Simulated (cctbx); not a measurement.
# Occupancies in HfPt2

Cell a = 5.8090 Å, b = 5.8090 Å, c = 5.8090 Å, α = 90.00°, β = 90.00°, γ = 90.00°; space group Fm-3m (no. 225); nominal formula HfPt2.

Simulated single-crystal data (cctbx): Mo Kα, λ = 0.71073 Å, to d = 0.6 Å, 70 % of the full sphere, strongest reflection 40000 counts, noise from counting, a 6 % proportional error and a noise floor of 2 counts (s.d.); no absorption, and some extinction, which the refinements don't model.

With every site full:

```text
Rint 0.046, 40 unique reflections to 0.61 A
cycle     R1     wR2    GooF  max shift (A)
   1  0.0462  0.0979   5.661   0.00000
   2  0.0193  0.0417   2.412   0.00000
final R1 0.0193 wR2 0.0417 GooF 2.412  parameters 2  data/parameter 20.0
atom        x        y        z      Ueq    occ   su(xyz)  su(Uiso or U11)
Pt1    0.25000  0.25000  0.75000   0.0169  1.000  0.00000  0.0002
Hf1    0.00000  0.00000  0.00000   0.0177  1.000  0.00000  0.0003
difference map: max 1.20 min -7.56 rms 0.73
Q1    0.0000  0.2500  0.2500   24    1.20  1.45 A from Pt1
Q2    0.0000  0.0000  0.2488   24    0.94  1.45 A from Hf1
Q3    0.0000  0.1235  0.2534   96    0.87  1.63 A from Pt1
Q4    0.2500  0.2500  0.2500    8    0.81  0.00 A from Pt1
Q5    0.0658  0.1683  0.1683   96    0.49  1.26 A from Pt1
Q6    0.1010  0.1010  0.3048   96    0.20  1.26 A from Pt1
```

With the occupancies of the suspect sites free, each still typed as its main element:

```text
Rint 0.046, 40 unique reflections to 0.61 A
cycle     R1     wR2    GooF  max shift (A)
   1  0.0848  0.1568   9.184   0.00000
   4  0.0128  0.0232   1.358   0.00000
final R1 0.0127 wR2 0.0232 GooF 1.357  parameters 3  data/parameter 13.3
atom        x        y        z      Ueq    occ   su(xyz)  su(Uiso or U11)
Pt1    0.25000  0.25000  0.75000   0.0176  1.000  0.00000  0.0002
Hf1    0.00000  0.00000  0.00000   0.0168  0.943  0.00000  0.0002
su of occupancy Hf1: 0.006
difference map: max 1.25 min -5.24 rms 0.58
Q1    0.0000  0.2500  0.2500   24    1.25  1.45 A from Pt1
Q2    0.0000  0.0000  0.2495   24    0.91  1.45 A from Hf1
Q3    0.0000  0.1307  0.2561   96    0.91  1.61 A from Pt1
Q4    0.1286  0.1286  0.1286   32    0.42  1.22 A from Pt1
```

**Question.** What is the disorder?

X-rays count electrons. Hf1 refines to 0.943(0.006), or 67.9 electrons; the site truly holds 0.94 Hf, 67.7 electrons, which is 0.940 of Hf. A value under 1 can't tell vacancies from a lighter guest, and one over 1 needs a heavier guest; chemistry or a second radiation must settle which. Occupancy correlates with U and the scale, so the match is approximate.

Freeing them takes R1 from 0.0193 to 0.0127 and GooF from 2.41 to 1.36.

This is a model crystal, built by substitution and not relaxed, with assumed displacement parameters.

[Middle refinement cycles are left out of these outputs.]

[Logs are printed without paths, hosts, clocks, repeated set-up lines and the standing remarks that a program may print on its own settings, such as how far it seeks lower states.]
